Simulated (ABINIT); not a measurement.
## Beyond one shot: Diamond (Fd-3m, 2 atoms a cell)

The structure is cubic, space group Fd-3m (No. 227). Conventional cell: a = 3.567 Å, b = 3.567 Å, c = 3.567 Å, α = 90.00°, β = 90.00°, γ = 90.00°. Nearest to C lie 4 C at 1.54 Å.

```
C
1.0
     0.00000    1.78337    1.78337
     1.78337    0.00000    1.78337
     1.78337    1.78337    0.00000
C
2
Direct
  0.00000 0.00000 0.00000
  0.25000 0.25000 0.25000
```

| Item | Value |
| --- | --- |
| method | RPA screening on LDA from quasiparticle energies and orbitals, plane waves, norm-conserving pseudopotentials (and 4 further levels or steps) |
| program | ABINIT 10.8.3 |
| settings | cutoff 37 Ha, PseudoDojo scalar-relativistic 0.4.1 standard, norm-conserving, ngkpt (6, 6, 6), nband 22, ecuteps 4 Ha, gwcalctyp 28, inclvkb 2, shiftk (0, 0, 0), symchi 1, awtr 1, frequency ppm, cycle 4, q points all but q = 0, 6×6×6 k-mesh |
| cost | 13 runs, 2.5 min in all on 4 MPI ranks of Arm Neoverse V2, shared host |
| notes | The cell and positions come from the Crystallography Open Database and are kept as given unless a step says otherwise. The 6×6×6 mesh is coarse for this cell, which bears on the long-range parts of exchange and screening. |
| G0W0 | 5.399 eV |
| QSGW, cycle 1 | 5.618 eV |
| QSGW, cycle 2 | 5.788 eV |
| QSGW, cycle 3 | 5.822 eV |
| QSGW, cycle 4 | 5.823 eV |
| known limits | short of the basis limit; coarse k mesh |

Only the bands that the input lists are updated; the higher empty ones keep the functional's energies. QSGW ends at 5.82 eV, +0.42 eV from G0W0, after 4 cycles that took 2.4 min beside the first screening; the last moved the gap by 0.001 eV.

[Long decimals in the printed logs are rounded to 6 places.]

[Logs are printed without paths, hosts, clocks, repeated set-up lines and the standing remarks that a program may print on its own settings, such as how far it seeks lower states.]

[Paths, hosts, dates, memory and timing lines, banners, echoed tables and standing remarks are left out of the program output; an Ansatz launch command may be rebuilt from the run's recorded settings. Measured values are a selection of at most five: reports struck by readers or far from the other reports are left out. None is set beside runs whose start may be inverted or whose files or cutoffs have a known fault.]

[Runs of the session that timed out or met a known fault of the program may be left out.]

[Hosts, paths, dates, database ids (printed as entryN), source tags and the programs' standing remarks are cut or masked in the printed files.]

[G0W0 gaps are taken among the corrected bands and points alone; a level outside them can change the order at an edge.]

[Where Ansatz stands beside ABINIT at settings called matched, ABINIT's density can come from a denser mesh and the files from another edition; pairs whose starting gaps differed by over 0.03 eV were left out, so agreement reads better than it is.]
